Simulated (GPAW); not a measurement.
# AlN: optical spectrum from first principles

Wanted: where AlN starts to absorb, how strongly, and its refractive index. The cell comes from an older database entry, whose edges can differ from later determinations, mostly by under a per cent.

Program: GPAW 26.7.0. Level of theory: DFT, PBE, plane-wave PAW (GPAW data sets), scalar-relativistic, RPA, optical limit. Results are calculated unless marked as measured.

This is a report of a sequence of runs, with most program output left out.

The database entry behind the starting cell differs from later determinations by our own check (inner coordinate u about 0.002 short), so it need not match the best structure at ambient conditions.

## Step 1: Set-up

The structure is hexagonal, space group P6_3mc (No. 186). Conventional cell: a = 3.113 Å, b = 3.113 Å, c = 4.981 Å, α = 90.00°, β = 90.00°, γ = 120.00°. Nearest to Al lie 4 N at 1.89 Å. N has 4 Al at 1.89 Å nearest. Farther neighbours and most contacts between anions are not listed.

As a file:

```
Al N
1.0
     3.11300    0.00000    0.00000
    -1.55650    2.69594    0.00000
     0.00000    0.00000    4.98100
Al N
2 2
Cartesian
  1.5565 0.8986 2.4905
  0.0000 1.7973 0.0000
  1.5565 0.8986 4.3833
  0.0000 1.7973 1.8928
```

## Step 2: Ground state

First the ground state: is it a metal or has it a gap?

This step: DFT, PBE, plane-wave PAW (GPAW data sets), scalar-relativistic, ground state (GPAW 26.7.0).

Contents of gs.py:

```python
from ase import Atoms
from ase.dft.bandgap import bandgap
from gpaw import GPAW, PW, FermiDirac

atoms = Atoms(['Al', 'Al', 'N', 'N'],
              cell=[[3.113000000000, 0.000000000000, 0.000000000000],
                    [-1.556500000000, 2.695937082000, 0.000000000000],
                    [0.000000000000, 0.000000000000, 4.981000000000]],
              scaled_positions=[[0.666666666700, 0.333333333300, 0.500000000000],
                                [0.333333333300, 0.666666666700, 0.000000000000],
                                [0.666666666700, 0.333333333300, 0.880000000000],
                                [0.333333333300, 0.666666666700, 0.380000000000]],
              pbc=[True, True, True])
atoms.calc = GPAW(mode=PW(500), xc='PBE', kpts={'size': (12, 12, 6), 'gamma': True},
                  occupations=FermiDirac(0.05), maxiter=150, txt='gs.txt')
print('energy (eV)', atoms.get_potential_energy())
print('Fermi level (eV)', atoms.calc.get_fermi_level())
print('valence electrons', atoms.calc.get_number_of_electrons())
print('gap (eV)', bandgap(atoms.calc, output=None)[0])
print('direct gap (eV)', bandgap(atoms.calc, direct=True, output=None)[0])
atoms.calc.write('gs.gpw')
```

On the command line:

```sh
$ OMP_NUM_THREADS=1 python gs.py
```

Wall time 29 s (1 thread of Arm Neoverse V1, shared host); peak memory 0.18 GiB.

This step gave:

| Item | Value |
| --- | --- |
| energy | -28.52 eV |
| Fermi energy | 7.090 eV |
| gap on the k-mesh | 4.135 eV |
| direct gap on the mesh | 4.135 eV |
| electrons | 16 |

There is a gap, 4.14 eV on this mesh (points off the mesh can give less), so no carriers' term is needed.

## Step 3: Bands for the response

The response needs many more empty bands than the density does.

This step: DFT, PBE, plane-wave PAW (GPAW data sets), scalar-relativistic, bands at fixed density (GPAW 26.7.0).

Contents of nscf.py:

```python
from ase.dft.bandgap import bandgap
from gpaw import GPAW, FermiDirac

calc = GPAW('gs.gpw').fixed_density(kpts={'size': (15, 15, 8), 'gamma': True}, nbands=51, convergence={'bands': 45},
                                    occupations=FermiDirac(0.001), txt='nscf.txt')
print('gap (eV)', bandgap(calc, output=None)[0])
print('direct gap (eV)', bandgap(calc, direct=True, output=None)[0])
print('top band over the Fermi level (eV)', min(calc.get_eigenvalues(kpt=k)[44] for k in range(len(calc.get_ibz_k_points()))) - calc.get_fermi_level())
calc.write('full.gpw', mode='all')
```

On the command line:

```sh
$ OMP_NUM_THREADS=1 python nscf.py
```

Run time: 4.5 min. Hardware: 1 thread; peak memory 0.36 GiB.

## Step 4: Dielectric function, RPA

Local fields let the induced charge screen the field inside the cell, which as a rule lowers ε, most along directions where the density is uneven.

This step: DFT, PBE, plane-wave PAW (GPAW data sets), scalar-relativistic, RPA, optical limit (GPAW 26.7.0).

Contents of df.py:

```python
from gpaw.response.df import DielectricFunction

df = DielectricFunction('full.gpw', frequencies={'type': 'nonlinear', 'domega0': 0.03, 'omega2': 8},
                        ecut=60,
                        eta=0.2,
                        nbands=45,
                        txt='df.txt')
for direction in ['x', 'z']:
    df.get_dielectric_function(xc='RPA', direction=direction, filename=f'df_{direction}.csv')
```

On the command line:

```sh
$ OMP_NUM_THREADS=1 python df.py
```

The job ended after 29 s (1 thread; peak memory 0.25 GiB).

Read-outs, printed or worked out from the files:

```
electronic dielectric constant ε∞, mean over x, y and z (by symmetry where fewer were run) : 4.354
main peak of Im epsilon, first axis                                                        : 7.758 eV
centre of weight of the strongest loss peak in the window                                  : 21.25 eV
```

The Im ε has structure finer than the step of the table below, so its rows give means over 1 eV, whole bins alone (the curve runs from 0 to 36 eV). Peaks (eV: height): E ∥ x 7.7: 7.52; E ∥ z 6.7: 7.93, 9.8: 5.25, 11.9: 4.75.

Values under the direct gap are tails of Lorentzian lines. Im ε against photon energy; means over each step:

| photon energy (eV) | E ∥ x | E ∥ z |
| --- | --- | --- |
| 1 | 0.0193 | 0.0225 |
| 2 | 0.0441 | 0.0519 |
| 3 | 0.0870 | 0.106 |
| 4 | 0.259 | 0.376 |
| 5 | 1.04 | 1.24 |
| 6 | 2.61 | 3.99 |
| 7 | 5.68 | 7.66 |
| 8 | 6.97 | 5.13 |
| 9 | 4.86 | 4.02 |
| 10 | 3.65 | 4.59 |
| 11 | 3.77 | 3.49 |
| 12 | 3.96 | 4.32 |
| 13 | 3.96 | 3.83 |
| 14 | 3.17 | 2.70 |
| 15 | 2.27 | 2.17 |
| 16 | 1.54 | 1.53 |
| 17 | 1.13 | 1.12 |
| 18 | 0.688 | 0.666 |
| 19 | 0.518 | 0.489 |
| 20 | 0.401 | 0.467 |
| 21 | 0.348 | 0.395 |
| 22 | 0.280 | 0.365 |
| 23 | 0.258 | 0.310 |
| 24 | 0.267 | 0.277 |
| 25 | 0.266 | 0.260 |
| 26 | 0.255 | 0.224 |
| 27 | 0.260 | 0.203 |
| 28 | 0.258 | 0.195 |
| 29 | 0.210 | 0.191 |
| 30 | 0.218 | 0.169 |
| 31 | 0.208 | 0.199 |
| 32 | 0.192 | 0.212 |
| 33 | 0.187 | 0.246 |
| 34 | 0.211 | 0.231 |
| 35 | 0.224 | 0.193 |

Re ε against photon energy:

| photon energy (eV) | E ∥ x | E ∥ z |
| --- | --- | --- |
| 0 | 4.29 | 4.49 |
| 1 | 4.33 | 4.54 |
| 2 | 4.48 | 4.72 |
| 3 | 4.79 | 5.09 |
| 4 | 5.43 | 5.88 |
| 5 | 6.10 | 6.74 |
| 6 | 7.58 | 8.93 |
| 7 | 6.39 | 4.16 |
| 8 | 2.39 | 0.641 |
| 9 | 1.15 | 2.50 |
| 10 | 1.22 | 0.585 |
| 11 | 0.810 | 0.502 |
| 12 | 0.853 | 0.665 |
| 13 | -0.192 | -0.642 |
| 14 | -0.825 | -0.928 |
| 15 | -1.40 | -0.980 |
| 16 | -1.14 | -1.08 |
| 17 | -0.873 | -0.904 |
| 18 | -0.668 | -0.573 |
| 19 | -0.345 | -0.251 |
| 20 | -0.146 | -0.102 |
| 21 | 0.0150 | 0.0382 |
| 22 | 0.151 | 0.132 |
| 23 | 0.292 | 0.217 |
| 24 | 0.370 | 0.302 |
| 25 | 0.432 | 0.389 |
| 26 | 0.476 | 0.405 |
| 27 | 0.529 | 0.484 |
| 28 | 0.542 | 0.536 |
| 29 | 0.547 | 0.572 |
| 30 | 0.620 | 0.616 |
| 31 | 0.609 | 0.668 |
| 32 | 0.636 | 0.675 |
| 33 | 0.682 | 0.695 |
| 34 | 0.700 | 0.637 |
| 35 | 0.684 | 0.660 |
| 36 | 0.670 | 0.672 |

The Im ε, E ∥ x has structure finer than the step of the table below, so its rows give means over 2 eV, whole bins alone (the curve runs from 0 to 36 eV). Peaks (eV: height): without local fields 7.7: 8.32, 10.7: 5.78; with local fields 7.7: 7.52.

Values under the direct gap are tails of Lorentzian lines. Table of Im ε, E ∥ x by photon energy; means over each step:

```csv
photon energy (eV),without local fields,with local fields
2,0.0496,0.0461
4,0.367,0.368
6,3.00,2.87
8,7.04,6.34
10,4.93,3.96
12,4.94,3.90
14,2.95,3.19
16,1.29,1.57
18,0.607,0.740
20,0.367,0.414
22,0.271,0.285
24,0.278,0.266
26,0.299,0.257
28,0.295,0.251
30,0.240,0.212
32,0.188,0.192
34,0.180,0.210
```

The reflectivity at normal incidence has structure finer than the step of the table below, so its rows give means over 2 eV, whole bins alone (the curve runs from 0 to 36 eV). Peaks (eV: height): E ∥ x 8.4: 31.5, 17.9: 45.6; E ∥ z 7.5: 32.7, 10.0: 28.1, 17.7: 45.4.

Table of reflectivity at normal incidence by photon energy; means over each step:

| photon energy (eV) | E ∥ x (%) | E ∥ z (%) |
| --- | --- | --- |
| 2 | 12.9 | 13.8 |
| 4 | 16.1 | 17.4 |
| 6 | 22.9 | 26.7 |
| 8 | 29.5 | 26.4 |
| 10 | 22.8 | 24.3 |
| 12 | 24.0 | 25.3 |
| 14 | 33.4 | 33.4 |
| 16 | 38.9 | 37.5 |
| 18 | 41.6 | 41.3 |
| 20 | 30.1 | 25.4 |
| 22 | 15.4 | 15.0 |
| 24 | 6.32 | 8.36 |
| 26 | 3.91 | 4.94 |
| 28 | 3.01 | 2.79 |
| 30 | 2.03 | 1.73 |
| 32 | 1.54 | 1.30 |
| 34 | 1.19 | 1.56 |

Values under the direct gap are tails of Lorentzian lines. The loss function −Im 1/ε at q → 0 by energy loss; read off at these points:

```
energy loss (eV)    E ∥ x    E ∥ z
             0.0        0        0
             1.0  0.00102  0.00108
             2.0  0.00216  0.00229
             3.0  0.00368  0.00395
             4.0  0.00727  0.00915
             5.0   0.0264   0.0270
             6.0   0.0405   0.0409
             7.0   0.0776    0.101
             8.0    0.129    0.205
             9.0    0.197    0.185
            10.0    0.246    0.204
            11.0    0.251    0.294
            12.0    0.240    0.207
            13.0    0.250    0.251
            14.0    0.306    0.344
            15.0    0.323    0.378
            16.0    0.423    0.443
            17.0    0.553    0.543
            18.0    0.749    0.869
            19.0     1.33     1.67
            20.0     2.23     2.01
            21.0     2.81     2.47
            21.3     3.06     2.59
            21.5     3.15     2.50
            22.0     2.72     2.35
            23.0     1.70     2.14
            24.0     1.28     1.65
            25.0     1.04     1.19
            26.0    0.871     1.03
            27.0    0.739    0.731
            28.0    0.730    0.594
            29.0    0.596    0.521
            30.0    0.508    0.400
            31.0    0.494    0.419
            32.0    0.442    0.424
            33.0    0.374    0.463
            34.0    0.397    0.505
            35.0    0.443    0.405
            36.0    0.379    0.372
```

At chosen wavelengths:

```
wavelength (nm)   n x    k x  R (%) x   1/α x   n z    k z  R (%) z   1/α z
           1064  2.09  0.005     12.4   16 µm  2.14  0.006     13.1   14 µm
            800  2.10  0.007     12.6  8.5 µm  2.15  0.009     13.3  7.5 µm
            633  2.12  0.010     12.8  5.0 µm  2.17  0.011     13.6  4.4 µm
            532  2.14  0.013     13.1  3.3 µm  2.19  0.015     14.0  2.9 µm
            450  2.17  0.017     13.6  2.2 µm  2.23  0.019     14.5  1.9 µm
            405  2.19  0.020     14.0  1.6 µm  2.26  0.024     15.0  1.4 µm
            308  2.34  0.048     16.0  513 nm  2.43  0.069     17.4  357 nm
```

Below the direct gap, k and the depth come from the tails of the Lorentzian lines, not from transitions.

Rows near the edge hang on the gap, which this functional as a rule makes too small, and phonon-assisted absorption is left out.

At 1064 nm the birefringence n(z) − n(x) is +0.051: the crystal is uniaxial positive at this level.

## Step 5: Results

```json
{
  "electronic dielectric constant ε∞, mean over x, y and z (by symmetry where fewer were run) (RPA)": "4.35",
  "main peak of Im epsilon, first axis": "7.76 eV",
  "centre of weight of the strongest loss peak in the window, first axis": "21.3 eV"
}
```

**Reading.** At this level (PBE, RPA) AlN has a mean ε∞ = 4.35 and n = 2.08 at 1550 nm (E ∥ x), and Im ε peaks at 7.8 eV (E ∥ x). On the mesh the gap is 4.14 eV and the least direct gap 4.14 eV. Local fields change the static value along x from 4.59 to 4.29 (-7 %). Distinct maxima of Im ε, read by a parabola through the highest points, lie at 7.76 eV (7.5), 10.79 eV (4.1) and 12.45 eV (4.2) for E ∥ x. The static values by axis are 4.29 (x), 4.49 (z). At 1064 nm the birefringence n(z) − n(x) is +0.051: the crystal is uniaxial positive at this level. Excitons and phonon-assisted transitions are missing; PBE gaps are as a rule too small, which pulls the onset down and ε∞ up. The sum runs over mesh points, so small or evenly spaced maxima can still be ripples of the mesh.

[Machine, clock and banner lines and Python warnings are left out of the logs.]

[Logs are printed without paths, hosts, clocks, repeated set-up lines and the standing remarks that a program may print on its own settings, such as how far it seeks lower states.]

[Hosts, paths, dates, database ids (printed as entryN), source tags and the programs' standing remarks are cut or masked in the printed files.]
